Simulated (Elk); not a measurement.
# E(M) of Ni3Pt, part 2 of 2

Aim: the energy of Ni3Pt as a function of its total spin moment.

Elk 11.2.3 (patched build); LDA (Perdew-Wang); all-electron APW+lo, Dirac cores, scalar-relativistic bands.

So far, magnetization (μB): step 2 (unconstrained state) 2.09.

### Step 3. Moment fixed at 2.592 μB

Holding the total moment away from its free value maps the energy around and beyond the minimum.

A uniform field is adjusted until the total moment meets the target; the run goes on from the state before.

Input file elk.in:

```
tasks
  1

xctype
  3

rgkmax
  7.0

nempty
  12

swidth
  0.003

reducebf
  0.5

epsengy
  1e-05

maxscl
  120

lmaxi
  2

spinpol
  .true.

fsmtype
  1

momfix
  0.000000 0.000000 2.592000

taufsm
  0.02

sppath
  './'

avec
  6.84943855351 0.00000000000 0.00000000000
  0.00000000000 6.84943855351 0.00000000000
  0.00000000000 0.00000000000 6.84943855351

atoms
  2
  'Ni.in'
  3
  0.5000000000 0.0000000000 0.5000000000   0.000000 0.000000 -0.000075
  0.0000000000 0.5000000000 0.5000000000   0.000000 0.000000 -0.000075
  0.5000000000 0.5000000000 0.0000000000   0.000000 0.000000 -0.000075
  'Pt.in'
  1
  0.0000000000 0.0000000000 0.0000000000   0.000000 0.000000 0.000000

ngridk
  8 8 8
```

Launch:

```console
$ OMP_NUM_THREADS=2 elk
```

Numbers of over 12 decimals in the logs are rounded to 6 here.

The log of the run:

```text
Warning(gndstate): core states of species 1 leak from the muffin-tin :   0.7823696556E-03
Warning(gndstate): core states of species 2 leak from the muffin-tin :   0.4941296329E-03

--- INFO.OUT ---
┌─────────────────────────┐
│ Elk code version 11.2.3 │
└─────────────────────────┘

All units are atomic (Hartree, Bohr, etc.)

┌──────────────────────────────────────────┐
│ Ground-state run resuming from STATE.OUT │
└──────────────────────────────────────────┘

Lattice vectors :
   6.849438554       0.000000000       0.000000000
   0.000000000       6.849438554       0.000000000
   0.000000000       0.000000000       6.849438554

Species : 1 (Ni)
 muffin-tin radius :    2.212285130
 atomic positions (lattice), magnetic fields (Cartesian) :
  1 :   0.50000000  0.00000000  0.50000000    0.00000000  0.00000000  0.00000000
  2 :   0.00000000  0.50000000  0.50000000    0.00000000  0.00000000  0.00000000
  3 :   0.50000000  0.50000000  0.00000000    0.00000000  0.00000000  0.00000000

Species : 2 (Pt)
 muffin-tin radius :    2.580999318
 atomic positions (lattice), magnetic fields (Cartesian) :
  1 :   0.00000000  0.00000000  0.00000000    0.00000000  0.00000000  0.00000000

Total number of atoms per unit cell :    4
Total muffin-tin volume :    208.0807063
 ratio of muffin-tin to unit cell volume :   0.6475404332

Spin treatment :
 spin-polarised
 global magnetic field (Cartesian) :    0.000000000       0.000000000       0.000000000
 collinear magnetisation in z-direction
 fixed spin moment (FSM) calculation, type :    1
  fixing total moment to (Cartesian) :
     0.000000000       0.000000000       2.592000000

Number of Bravais lattice symmetries :   48
Number of crystal symmetries         :   48
Crystal has inversion symmetry
Real symmetric eigensolver will be used

k-point grid :      8     8     8
k-point offset :    0.000000000       0.000000000       0.000000000
k-point set is reduced with full crystal symmetry group
Total number of k-points :       35

Muffin-tin radius times maximum |G+k| :    7.000000000
 using average radius
Maximum |G+k| for APW functions       :    3.037583135
Maximum (1/2)|G+k|²                   :    4.613455650
Maximum |G| for potential and density :    12.00000000
Constant for pseudocharge density :    8
 order of it for each species :   15  15
 order of it for pair densities of each species (exact exchange by exxq0 0: 15) :    9  12
Radial integration step length :    1

G-vector grid sizes :     27    27    27
Number of G-vectors :     9435

Maximum angular momentum used for
 APW functions            :    8
 outer part of muffin-tin :    6

Number of empty states         :     48
Total number of valence states :    176
Total number of core states    :     84

Third-order local-orbitals added for an l without core states : T
Total number of local-orbitals :    104

Exchange-correlation functional :      3     0     0
 Perdew-Wang/Ceperley-Alder, Phys. Rev. B 45, 13244 (1992)
 gradient requirement :    0
 local density approximation (LDA)

Smearing type :    3
 Fermi-Dirac
Smearing width :   0.3000000000E-02
Effective electronic temperature (K) :    947.3250744

Mixing type :    1
 Adaptive linear mixing

Potential read in from STATE.OUT

┌──────────────────────────────┐
│ Self-consistent loop started │
└──────────────────────────────┘

[... earlier loops left out ...]

┌──────────────────┐
│ Loop number : 28 │
└──────────────────┘

Energies :
 Fermi                       :     0.326434
 sum of occupied eigenvalues :     -13940.345317968
 electron kinetic            :      25717.667624422
 core electron kinetic       :      24415.306827214
 Coulomb                     :     -48178.962172109
 Coulomb potential           :     -38954.652450753
 nuclear-nuclear             :     -2504.5107449822
 electron-nuclear            :     -52468.580094655
 Hartree                     :      6794.1286675279
 Madelung                    :     -28701.635946733
 xc potential                :     -703.31392841396
 xc effective B-field        :    -0.38354609708946E-01
 external B-field            :      0.000000
 exchange                    :     -514.78777437783
 correlation                 :     -15.523727846951
 electron entropic           :    -0.50453202676908E-02
 total energy                :     -22991.611095233
 (external B-field energy excluded from total)

Density of states at Fermi energy :    173.1195482
 (states/Hartree/unit cell)

Estimated indirect band gap :   0.8614361489E-03
 from k-point 29 to k-point 33
Estimated direct band gap   :   0.2577563936E-02
 at k-point 29

Charges :
 core                        :    84.00000000
 valence                     :    78.00000000
 interstitial                :    4.359378742
 muffin-tins (core leakage)
  species : 1 (Ni)
   atom 1                    :    26.88332542     (  0.7823696556E-03)
   atom 2                    :    26.88332542     (  0.7823696556E-03)
   atom 3                    :    26.88332542     (  0.7823696556E-03)
  species : 2 (Pt)
   atom 1                    :    76.99064501     (  0.4941296329E-03)
 total in muffin-tins        :    157.6406213
 total calculated charge     :    161.9957972
 total charge                :    162.0000000
 error                       :   0.4202814108E-02

Moments :
 interstitial                :  -0.6789797275E-01
 muffin-tins
  species : 1 (Ni)
   atom 1                    :   0.7606257080
   atom 2                    :   0.7606257080
   atom 3                    :   0.7606257080
  species : 2 (Pt)
   atom 1                    :   0.3780262173
 total in muffin-tins        :    2.659903341
 total moment                :    2.592005369

FSM global effective field   :  -0.3166835590E-02

┌──────────────────────────────┐
│ Self-consistent loop stopped │
└──────────────────────────────┘

Warning : core states of species 1 leak from the muffin-tin :   0.7823696556E-03

Warning : core states of species 2 leak from the muffin-tin :   0.4941296329E-03

Wrote STATE.OUT
```

Wall time 4 min (2 threads of Arm Neoverse V2, shared host); peak memory 0.21 GiB.

Numbers from this step:

- magnetization: 2.592 μB

It lies 20.1 meV a cell above the free run.

### Step 4. Moment fixed at 3.24 μB

elk.in: that of step 3 with these lines changed.

```diff
@@ -34,3 +34,3 @@
 momfix
-  0.000000 0.000000 2.592000
+  0.000000 0.000000 3.240000
```

Launch:

```console
$ OMP_NUM_THREADS=2 elk
```

The log of the run:

```text
Warning(gndstate): core states of species 1 leak from the muffin-tin :   0.7803706476E-03
Warning(gndstate): core states of species 2 leak from the muffin-tin :   0.4939363630E-03

--- INFO.OUT ---
┌─────────────────────────┐
│ Elk code version 11.2.3 │
└─────────────────────────┘

All units are atomic (Hartree, Bohr, etc.)

┌──────────────────────────────────────────┐
│ Ground-state run resuming from STATE.OUT │
└──────────────────────────────────────────┘

Lattice vectors :
   6.849438554       0.000000000       0.000000000
[...]
muffin-tins
  species : 1 (Ni)
   atom 1                    :   0.9346005883
   atom 2                    :   0.9346005883
   atom 3                    :   0.9346005883
  species : 2 (Pt)
   atom 1                    :   0.4794275970
 total in muffin-tins        :    3.283229362
 total moment                :    3.239999731

FSM global effective field   :  -0.1029649532E-01

┌──────────────────────────────┐
│ Self-consistent loop stopped │
└──────────────────────────────┘

Warning : core states of species 1 leak from the muffin-tin :   0.7803706476E-03

Warning : core states of species 2 leak from the muffin-tin :   0.4939363630E-03

Wrote STATE.OUT

[key lines of the parts left out:]
total energy                :     -22991.607041741
```

It took 3.4 min on 2 threads; peak memory 0.21 GiB; 6.6 min of CPU time.

This step gave:

```
magnetization : 3.24 μB
```

It lies 130 meV a cell above the free run.

### Step 5. Moment fixed at 3.888 μB

elk.in: that of step 4 with these lines changed.

```diff
@@ -34,3 +34,3 @@
 momfix
-  0.000000 0.000000 3.240000
+  0.000000 0.000000 3.888000
```

Launch:

```console
$ OMP_NUM_THREADS=2 elk
```

The log of the run:

```text
Warning(gndstate): core states of species 1 leak from the muffin-tin :   0.7773381098E-03
Warning(gndstate): core states of species 2 leak from the muffin-tin :   0.4933265774E-03

--- INFO.OUT ---
┌─────────────────────────┐
│ Elk code version 11.2.3 │
└─────────────────────────┘

All units are atomic (Hartree, Bohr, etc.)

┌──────────────────────────────────────────┐
│ Ground-state run resuming from STATE.OUT │
└──────────────────────────────────────────┘

Lattice vectors :
   6.849438554       0.000000000       0.000000000
[...]
muffin-tins
  species : 1 (Ni)
   atom 1                    :    1.090519200
   atom 2                    :    1.090519200
   atom 3                    :    1.090519200
  species : 2 (Pt)
   atom 1                    :   0.6050938277
 total in muffin-tins        :    3.876651426
 total moment                :    3.887999709

FSM global effective field   :  -0.2407660010E-01

┌──────────────────────────────┐
│ Self-consistent loop stopped │
└──────────────────────────────┘

Warning : core states of species 1 leak from the muffin-tin :   0.7773381098E-03

Warning : core states of species 2 leak from the muffin-tin :   0.4933265774E-03

Wrote STATE.OUT

[key lines of the parts left out:]
total energy                :     -22991.596315039
```

Elapsed: 4.1 min, on 2 threads; peak memory 0.21 GiB; 7.9 min of CPU time.

This step gave:

| Quantity | Value |
| --- | --- |
| magnetization | 3.888 μB |

It lies 422 meV a cell above the free run.

### Step 6. Moment fixed at 1.944 μB

elk.in: that of step 5 with these lines changed.

```diff
@@ -34,3 +34,3 @@
 momfix
-  0.000000 0.000000 3.888000
+  0.000000 0.000000 1.944000
```

Launch:

```console
$ OMP_NUM_THREADS=2 elk
```

The log of the run:

```text
┌─────────────────────────┐
│ Elk code version 11.2.3 │
└─────────────────────────┘

All units are atomic (Hartree, Bohr, etc.)

┌──────────────────────────────────────────┐
│ Ground-state run resuming from STATE.OUT │
└──────────────────────────────────────────┘

Lattice vectors :
   6.849438554       0.000000000       0.000000000
   0.000000000       6.849438554       0.000000000
   0.000000000       0.000000000       6.849438554

Species : 1 (Ni)
 muffin-tin radius :    2.212285130
[...]
Total number of local-orbitals :    104

Exchange-correlation functional :      3     0     0
 Perdew-Wang/Ceperley-Alder, Phys. Rev. B 45, 13244 (1992)
 gradient requirement :    0
 local density approximation (LDA)

Smearing type :    3
 Fermi-Dirac
Smearing width :   0.3000000000E-02
Effective electronic temperature (K) :    947.3250744

Mixing type :    1
 Adaptive linear mixing

Potential read in from STATE.OUT

┌──────────────────────────────┐
│ Self-consistent loop started │
└──────────────────────────────┘

[... earlier loops left out ...]

┌──────────────────┐
│ Loop number : 80 │
└──────────────────┘

[key lines of the parts left out:]
total energy                :     -22991.601493505
```

Run time: 11 min. Hardware: 2 threads; peak memory 0.21 GiB.

The run was cut off at its time limit.

It was cut off while still iterating. More time helps where the residual falls; where it has stalled, the mixing must change.

After 79 loops the RMS change of the potential stands at 3e-02 Ha, and it does not fall steadily.

### Step 7. The curve

In all 7 moments were held (0, 0.648, 1.296, 1.944, 2.592, 3.24, 3.888 μB), each run going on from a saved state. The curve holds those that converged and the free run; sizes are given without sign.

The energy over the lowest by total spin moment:

| total spin moment (μB a cell) | energy over the lowest (meV a cell) |
| --- | --- |
| 2.088 | 0 |
| 2.592 | 20.1 |
| 3.240 | 130 |
| 3.888 | 422 |

### Step 8. What came out

```yaml
moment_of_the_free_run: 2.09 μB a cell
moment_of_the_lowest_point: 2.09 μB a cell
```

The curve is lowest at 2.09 μB a cell and has risen by 422 meV at 3.89 μB. 4 of 7 held runs did not converge (1.944, 1.296, 0.648, 0 μB), so the curve is unknown there and other minima can't be ruled out. Only the total moment is held, so opposed site moments can hide at small totals; the field's energy is not in the curve.

[Logs and program files are shortened in this print: banners, set-up blocks, solver, clock and traceback lines can be left out without a mark of their own.]

[Logs are printed without paths, hosts, clocks, repeated set-up lines and the standing remarks that a program may print on its own settings, such as how far it seeks lower states.]

[Hosts, paths, dates, database ids (printed as entryN), source tags and the programs' standing remarks are cut or masked in the printed files.]

[Where a cell is said to come from a database of computed structures, the database is the Materials Project.]
